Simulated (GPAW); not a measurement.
# Near-edge structure at the As K edge of AsP (R3m), part 2 of 2

What does one-electron theory with a core hole give for the As K edge of AsP (R3m)?

GPAW 26.7.0; X-ray absorption from dipole matrix elements to empty bands, plane-wave PAW LDA.

So far. Step 2 (Ground state of the crystal): The mesh shows no gap, so the system is treated as a metal and the core electron is put at the Fermi level (neutral cell). Step 3 (Spectrum without a core hole, As atom 1): Main maxima below 30 eV (height): 2.4 eV (1.83), 12.4 eV (0.81), 17.2 eV (0.85) and 24.6 eV (0.72). A K edge sees empty p states on the absorber.

### Step 5. Spectrum with XCH, As atom 1

The holes are 6.5 Å apart. In GPAW the data set carries the hole's charge, so charge=0 means a charged cell and charge=-1 a neutral one. The excited electron is kept in the cell, where it fills the lowest empty states and screens the hole. After the field has converged, empty bands are computed with the density fixed and the dipole matrix elements are summed.

File xas.py:

```python
import numpy as np
from ase import Atoms
from ase.parallel import parprint, paropen
from gpaw import GPAW, PW, FermiDirac, Mixer, MixerDif, setup_paths
from gpaw.test import gen
setup_paths.insert(0, '.')
gen('As', name='fch1s', xcname='LDA', corehole=(1, 0, 1), write_xml=True)
from gpaw.mpi import world
world.barrier()

atoms = Atoms('As7P7',
    cell=[[-3.68526443, -4.25537682, -3.32627463],
     [-5.52789665, 1.06384421, 3.32627463],
     [-1.84263222, 5.31922103, -3.32627463]],
    scaled_positions=[[0.227477, 0.772523, 0.227477],
     [0.51319129, 0.20109443, 0.37033414],
     [0.08461986, 0.05823729, 0.65604843],
     [0.65604843, 0.91538014, 0.94176271],
     [0.79890557, 0.62966586, 0.51319129],
     [0.37033414, 0.48680871, 0.79890557],
     [0.94176271, 0.34395157, 0.08461986],
     [0.772523, 0.227477, 0.772523],
     [0.05823729, 0.65604843, 0.91538014],
     [0.62966586, 0.51319129, 0.20109443],
     [0.20109443, 0.37033414, 0.48680871],
     [0.34395157, 0.08461986, 0.05823729],
     [0.91538014, 0.94176271, 0.34395157],
     [0.48680871, 0.79890557, 0.62966586]],
    pbc=True)
atoms.calc = calc = GPAW(legacy_gpaw=True, mode=PW(430), xc='LDA', setups={0: 'fch1s'},
    kpts={'size': (4, 4, 4), 'gamma': True}, occupations=FermiDirac(0.1),
    charge=-1, mixer=Mixer(0.1, 5, 50), maxiter=150,
    convergence={'density': 0.0001}, txt='scf.txt')
energy = atoms.get_potential_energy() + calc.get_reference_energy()
ef = calc.get_fermi_level()
out = dict(energy=energy, fermi=ef, forces=atoms.get_forces().tolist())
parprint(f'all-electron energy {energy:.4f} eV, Fermi level {ef:.4f} eV')
ev = np.array([[calc.get_eigenvalues(k, s) for k in range(len(calc.get_ibz_k_points()))] for s in range(calc.get_number_of_spins())])
out['homo'], out['lumo'], out['counts'] = ev[ev < ef].max(), ev[ev > ef].min(), sorted(set((ev < ef).sum((0, 2)).tolist()))
out['filled'] = (ev[:, 0] < ef).sum(1).tolist()

from ase.units import Ha
from gpaw.xas import dipole_matrix_elements
nb = int(calc.get_number_of_electrons() / 2) + 165
top, nb = nb, nb + 8 + nb // 12
nscf = calc.fixed_density(kpts={'size': (4, 4, 4), 'gamma': True}, nbands=nb,
    convergence={'bands': top, 'eigenstates': 1e-5}, maxiter=60, txt='nscf.txt')
cell = atoms.cell.array
ops = [cell.T @ U.T @ np.linalg.inv(cell.T) for U in nscf.wfs.kd.symmetry.op_scc]
E = np.arange(-6, 34, 0.1)
fwhm = np.interp(E, [4, 25], [2.14, 3.5])
Y, X, zero, highest = 0, 0, 1e9, 1e9
for spin in range(nscf.get_number_of_spins()):
    wfs = nscf.wfs
    A = dipole_matrix_elements(wfs.setups[0])
    eps = np.zeros((wfs.kd.nibzkpts, nb))
    d = np.zeros((3, A.shape[1], wfs.kd.nibzkpts, nb), complex)
    for kpt in wfs.kpt_u:
        if kpt.s == spin and 0 in kpt.P_ani:
            eps[kpt.k] = kpt.eps_n * Ha
            d[:, :, kpt.k] = (kpt.weight * wfs.nspins / 2) ** 0.5 * np.inner(A, kpt.P_ani[0])
    world.sum(eps)
    world.sum(d)
    T = np.einsum('amkn,bmkn->abkn', d, d.conj()).real
    T = sum(np.einsum('ai,ijkn,bj->abkn', R, T, R) for R in ops) / len(ops)
    empty = eps > ef
    zero, highest = min(zero, eps[empty].min()), min(highest, eps[:, top - 1].min())
    lines = [(eps, T, empty)] if spin == 0 else lines + [(eps, T, empty)]
for eps, T, empty in lines:
    f = np.einsum('aakn->akn', T).reshape(3, -1)
    x = eps.ravel() - zero
    w = np.interp(x, E, fwhm) / 2.35482
    g = np.exp(-0.5 * ((E[:, None] - x) / w) ** 2) / (w * (2 * np.pi) ** 0.5)
    Y = Y + (f * empty.ravel()) @ g.T
    X = X + (f * ~empty.ravel()) @ g.T
out.update(E=E.round(2).tolist(), xas=Y.tolist(), xes=X.tolist(), zero=zero, valid=highest - zero, nk=len(eps), nb=nb)
for i in range(0, len(E), 10):
    parprint(f'{E[i]:7.2f}', *(f'{v:10.3e}' for v in Y[:, i]))
import json
with paropen('out.json', 'w') as f:
    json.dump(out, f)
```

Launch:

```
OMP_NUM_THREADS=1 mpirun -n 4 gpaw python xas.py
```

Numbers of over 12 decimals in the logs are rounded to 6 here.

The log of the run:

```text
Input parameters:
  charge: -1
  convergence: {density: 0.0001}
  kpts: {gamma: True,
         size: (4, 4, 4)}
  maxiter: 150
  mixer: {backend: pulay,
          beta: 0.1,
          method: separate,
          nmaxold: 5,
          weight: 50}
  mode: {ecut: 430.0,
         name: pw}
  occupations: {fixmagmom: False,
                name: fermi-dirac,
                width: 0.1}
  setups: {0: fch1s}

Initialize ...

[... PAW data sets ...]

Reference energy: -482957.368686  # eV

Spin-paired calculation

[... convergence settings ...]
Symmetries present (total): 1
  [... symmetry matrices ...]

64 k-points: 4 x 4 x 4 Monkhorst-Pack grid + [1/8,1/8,1/8]
36 k-points in the irreducible part of the Brillouin zone
       k-points in crystal coordinates                weights
   0:     0.00000000    0.00000000    0.00000000          1/64
   1:     0.00000000    0.00000000    0.25000000          2/64
   2:     0.00000000    0.00000000    0.50000000          1/64
   3:     0.00000000    0.25000000   -0.25000000          2/64
   4:     0.00000000    0.25000000    0.00000000          2/64
   5:     0.00000000    0.25000000    0.25000000          2/64
   6:     0.00000000    0.25000000    0.50000000          2/64
   7:     0.00000000    0.50000000    0.00000000          1/64
   8:     0.00000000    0.50000000    0.25000000          2/64
   9:     0.00000000    0.50000000    0.50000000          1/64
          ...
  35:     0.50000000    0.50000000    0.50000000          1/64

Wave functions: Plane wave expansion
  Cutoff energy: 430.000 eV
  Number of coefficients (min, max): 5513, 5622
  Pulay-stress correction: 0.000000 eV/Ang^3 (de/decut=0.000000)
  Using FFTW library
  Wavefunction extrapolation:
    Improved wavefunction reuse through dual PAW basis

Occupation numbers: Fermi-Dirac:
  width: 0.1000  # eV

Eigensolver
   Davidson(niter=2)

Densities:
  Coarse grid: 32*32*32 grid
  Fine grid: 64*64*64 grid
  Total Charge: 0.000000

Density mixing:
  Method: separate
  Backend: pulay
  Linear mixing parameter: 0.1
  old densities: 5
  Width of damping distribution: 1.1
  Damping of long wavelength oscillations: 50

[... Hamiltonian set-up ...]
Number of atoms: 14
Number of atomic orbitals: 56
Number of bands in calculation: 47
Number of valence electrons: 71
Bands to converge: occupied

... initialized

Initializing position-dependent things.

Density initialized from atomic densities
Creating initial wave functions:
  47 bands from LCAO basis set

                   As P

           As  P    As  P    As

         P    As  P    As  P

                As P

Atomic positions and initial magnetic moments

Positions:
   0 As    -5.527897    1.063844    1.056322    ( 0.0000,  0.0000,  0.0000)
   1 As    -3.685264   -0.000000   -2.269953    ( 0.0000,  0.0000,  0.0000)
   2 As    -1.842632    3.191533   -2.269953    ( 0.0000,  0.0000,  0.0000)
   3 As    -9.213161    3.191533   -2.269953    ( 0.0000,  0.0000,  0.0000)
   4 As    -7.370529    0.000000   -2.269953    ( 0.0000,  0.0000,  0.0000)
   5 As    -5.527897    3.191533   -2.269953    ( 0.0000,  0.0000,  0.0000)
   6 As    -5.527897   -3.191533   -2.269953    ( 0.0000,  0.0000,  0.0000)
[...]
11 P     -1.842632   -1.063844   -1.056322    ( 0.0000,  0.0000,  0.0000)
  12 P     -9.213161   -1.063844   -1.056322    ( 0.0000,  0.0000,  0.0000)
  13 P     -7.370529    2.127688   -1.056322    ( 0.0000,  0.0000,  0.0000)

Unit cell:
           periodic     x           y           z      points  spacing
  1. axis:    yes   -3.685264   -4.255377   -3.326275    32     0.2014
  2. axis:    yes   -5.527897    1.063844    3.326275    32     0.2014
  3. axis:    yes   -1.842632    5.319221   -3.326275    32     0.2014

  Lengths:   6.538617   6.538617   6.538617
  Angles:   83.579890  96.420110  83.579890

Effective grid spacing dv^(1/3) = 0.2029

iter:   1   -92.621475
iter:   2   -89.485357   -1.50  -0.93
iter:   3   -88.231580   -1.48  -1.08
iter:   4   -88.127856   -2.67  -1.27
iter:   5   -88.094048   -2.87  -1.46
iter:   6   -88.074117   -2.68  -1.79
iter:   7   -88.053297   -3.73  -2.15
iter:   8   -88.052641c  -4.62  -2.55
iter:   9   -88.051679c  -4.56  -2.69
iter:  10   -88.051630c  -5.66  -3.01
iter:  11   -88.051615c  -5.79  -3.13
iter:  12   -88.051598c  -6.46  -3.42
iter:  13   -88.051588c  -7.15  -3.59
iter:  14   -88.051588c  -6.97  -3.71
iter:  15   -88.051586c  -8.06c -3.96
iter:  16   -88.051585c  -7.88c -4.10c

Converged after 16 iterations.

Dipole moment: (0.000000, 0.000000, 0.164496) |e|*Ang

Energy contributions relative to reference atoms: (reference = -482957.368686)

Kinetic:        +98.288112
Potential:      -99.819664
External:        +0.000000
XC:             -86.265920
Entropy (-ST):   -0.146702
Local:           -0.180762
SIC:             +0.000000
--------------------------
Free energy:    -88.124936
Extrapolated:   -88.051585

Showing only first 2 kpts
 Kpt  Band  Eigenvalues  Occupancy
  0    33      5.96449    2.00000
  0    34      5.98877    1.99999
  0    35      7.54315    0.12294
  0    36      7.67037    0.03605

  1    33      6.01251    1.99999
  1    34      6.05647    1.99999
  1    35      7.23390    1.18134
[...]
Fermi level: 7.27058

No gap
No difference between direct/indirect transitions

Forces in eV/Ang:
  0 As   -0.00000   -0.00000   -0.20647
  1 As   -0.02148   -0.11575   -0.08012
  2 As   -0.03099    0.01720    0.01493
  3 As    0.00060   -0.03544    0.01493
  4 As   -0.08950    0.07648   -0.08012
  5 As    0.11098    0.03927   -0.08012
  6 As    0.03040    0.01824    0.01493
[...]
11 P    -0.39092   -0.25914    0.21546
 12 P    -0.02897    0.46812    0.21546
 13 P    -0.10716    0.02264   -0.06084
Scalar-relativistic atomic LDA calculation for As (Arsenic, Z=33)
Core hole in 1s state (1s occupation: 1.0)
600 radial gridpoints.
|------------------------------------------------|
|------------------------------------------------|
[... the atom generator's iteration count ...]

Energy contributions:
-------------------------
Kinetic:    +1848.221203
XC:           -71.222916
Potential:  -3597.180510
-------------------------
Total:      -1820.182222

state      eigenvalue         ekin         rmax
-----------------------------------------------
1s^1.0 :  -444.459913   558.285946        0.030
2s^2.0 :   -58.180552   111.436223        0.167
2p^6.0 :   -52.176827   110.075392        0.132
3s^2.0 :    -8.028461    26.279806        0.509
3p^6.0 :    -5.986494    24.168502        0.501
3d^10.0:    -2.371475    19.328099        0.450
4s^2.0 :    -0.979366     3.858684        1.503
4p^3.0 :    -0.574271     2.680492        1.743
-----------------------------------------------
(units: Bohr and Hartree)

Generating PAW setup
Kinetic energy of the core from tauc = 1852.031774
Cutoffs:
rc(s)=2.000
rc(p)=2.000
rc(d)=2.000
rc(vbar)=1.800
rc(comp)=2.000
rc(nct)=2.000

Kinetic energy of the core states: 1832.462358
Charge: 1.0
Core electrons: 27.0
Valence electrons: 5.0
Pseudo-core charge: 0.757500
Shape function alpha=2.500
Pseudo-electron charge 6.380557
state    eigenvalue         norm
--------------------------------
4s(2) :    -0.979366     1.263349
*s    :     0.020634
4p(3) :    -0.574271     1.032119
*p    :     0.425729
*d    :     0.000000
--------------------------------

Diagonalizing with gridspacing h=0.050

state   all-electron     PAW
-------------------------------
4s:      -0.979366    -0.979786
4p:      -0.574271    -0.574667
*d:                   -0.129500
*f:                   -0.019130
-------------------------------
all-electron energy -483045.4203 eV, Fermi level 7.2706 eV
[...]
31.00  9.538e-08  9.536e-08  1.213e-07
  32.00  9.757e-08  9.751e-08  1.209e-07
  33.00  9.501e-08  9.486e-08  1.111e-07
```

Elapsed: 6 min, on 4 MPI ranks of Arm Neoverse V1, shared host; peak memory 0.62 GiB; 24 min of CPU time.

The As K spectrum, As atom 1, excited-electron core hole (neutral cell) (energy from the lowest empty level; intensity scaled to a mean of 1 over the first 20 eV; polarised curves are means over the symmetry-equivalent atoms):

```csv
E (eV),isotropic,ε ⊥ c,ε ∥ c
-2.0,0.04,0.05,0.04
-1.5,0.16,0.17,0.14
-1.0,0.43,0.45,0.38
-0.5,0.91,0.96,0.81
0.0,1.50,1.58,1.35
0.5,2.00,2.09,1.83
1.0,2.23,2.31,2.07
1.5,2.16,2.24,1.99
2.0,1.94,2.04,1.74
2.5,1.71,1.82,1.47
3.0,1.51,1.62,1.27
3.5,1.35,1.43,1.19
4.0,1.24,1.27,1.18
4.5,1.17,1.14,1.22
5.0,1.12,1.05,1.25
5.5,1.07,0.99,1.23
6.0,0.97,0.90,1.10
6.5,0.83,0.79,0.89
7.0,0.68,0.68,0.67
7.5,0.57,0.60,0.52
8.0,0.53,0.57,0.44
8.5,0.54,0.58,0.45
9.0,0.58,0.63,0.49
9.5,0.65,0.69,0.56
10.0,0.71,0.75,0.63
10.5,0.77,0.80,0.69
11.0,0.81,0.84,0.75
11.5,0.84,0.86,0.79
12.0,0.84,0.86,0.81
12.5,0.84,0.85,0.81
13.0,0.82,0.83,0.80
13.5,0.80,0.80,0.79
14.0,0.78,0.78,0.78
14.5,0.78,0.78,0.78
15.0,0.80,0.80,0.80
15.5,0.83,0.84,0.83
16.0,0.87,0.87,0.87
16.5,0.88,0.88,0.88
17.0,0.87,0.88,0.87
17.5,0.84,0.85,0.83
18.0,0.80,0.81,0.77
18.5,0.76,0.78,0.72
19.0,0.72,0.75,0.67
19.5,0.70,0.73,0.65
20.0,0.69,0.71,0.66
20.5,0.69,0.70,0.68
21.0,0.70,0.70,0.71
21.5,0.72,0.71,0.74
22.0,0.73,0.72,0.77
22.5,0.75,0.73,0.78
23.0,0.76,0.74,0.79
23.5,0.76,0.75,0.79
24.0,0.76,0.75,0.79
24.5,0.76,0.75,0.78
25.0,0.75,0.73,0.77
25.5,0.73,0.72,0.76
26.0,0.72,0.70,0.75
26.5,0.71,0.69,0.75
27.0,0.70,0.68,0.74
27.5,0.70,0.67,0.75
28.0,0.70,0.67,0.76
28.5,0.71,0.68,0.79
29.0,0.74,0.69,0.83
```

Main maxima below 28 eV (height): 1.2 eV (2.23), 12.0 eV (0.84), 16.6 eV (0.88) and 23.8 eV (0.76). 

### Step 6. With and without the hole

Both curves are counted from their own zero, so only the shift of weight within the empty states shows.

```
E (eV)  no hole   XCH
  -2.0     0.01  0.04
  -1.0     0.13  0.43
   0.0     0.67  1.50
   1.0     1.47  2.23
   2.0     1.82  1.94
   3.0     1.78  1.51
   4.0     1.57  1.24
   5.0     1.39  1.12
   6.0     1.25  0.97
   7.0     0.95  0.68
   8.0     0.65  0.53
   9.0     0.57  0.58
  10.0     0.65  0.71
  11.0     0.75  0.81
  12.0     0.81  0.84
  13.0     0.80  0.82
  14.0     0.76  0.78
  15.0     0.76  0.80
  16.0     0.81  0.87
  17.0     0.85  0.87
  18.0     0.82  0.80
  19.0     0.74  0.72
  20.0     0.68  0.69
  21.0     0.67  0.70
  22.0     0.68  0.73
  23.0     0.70  0.76
  24.0     0.71  0.76
  25.0     0.72  0.75
  26.0     0.70  0.72
  27.0     0.67  0.70
  28.0     0.64  0.70
  29.0     0.65  0.74
```

With each curve scaled to its own mean, the area from −2 to 6 eV with the hole is 10.5 against 9.5, and the centre of weight from −1 to 20 eV moves by -0.4 eV (first and strongest maxima below 20 eV: 2.4 eV (1.83), 12.4 eV (0.81) and 17.2 eV (0.85) without the hole, 1.2 eV (2.23), 12.0 eV (0.84) and 16.6 eV (0.88) with it); the shape changes all the same, by 26 % r.m.s.

### Step 7. Outcome

| Property | Result |
| --- | --- |
| absorber and edge | As K, atom 1 of the ground-state input (counted from 1) |
| surroundings | 3 P at 2.45 Å and 3 P at 3.00 Å (distorted octahedral, site symmetry 3m) |
| highest intensity below 24 eV | 1.2 eV above the zero, height 2.23 |

**Reading.** The As K edge of atom 1, with 3 P at 2.45 Å and 3 P at 3.00 Å (distorted octahedral, site symmetry 3m), has its highest intensity of the first 24 eV at 1.2 eV above the zero, 2.2 times the mean level of the first 20 eV (Gaussian full width 2.14 eV up to 4 eV, rising linearly to 3.5 eV at 25 eV). With each curve scaled to its own mean, the area from −2 to 6 eV with the hole is 10.5 against 9.5, and the centre of weight from −1 to 20 eV moves by -0.4 eV (first and strongest maxima below 20 eV: 2.4 eV (1.83), 12.4 eV (0.81) and 17.2 eV (0.85) without the hole, 1.2 eV (2.23), 12.0 eV (0.84) and 16.6 eV (0.88) with it); the shape changes all the same, by 26 % r.m.s. At the As K edge of atom 1 polarisation matters most near 2.8 eV, where the curves differ by 0.4 on this scale. The script folds with a Gaussian, whereas the core hole's own line is a Lorentzian, so the onset is too steep and the first peak too high. The unit cell's mesh shows no gap over 0.35 eV. That is right for a metallic compound; for a small-gap or correlated insulator it would be the fault of the functional or of the assumed magnetic order, and the hole would be screened too well. The structure is a computed Materials Project entry and may be a hypothetical form.

[Banner, clock and machine lines of the logs are left out without a mark of their own.]

[Logs are printed without paths, hosts, clocks, repeated set-up lines and the standing remarks that a program may print on its own settings, such as how far it seeks lower states.]

[Hosts, paths, dates, database ids (printed as entryN), source tags and the programs' standing remarks are cut or masked in the printed files.]

[Lists of maxima count a maximum above −3 eV only where it reaches 4 % of the highest in the window and stands out from its surroundings by 2 % of it (1.5 % where it reaches 55 %); shoulders and weaker maxima are passed over, and of the rest the first, up to two pre-edge ones and the few strongest are named.]
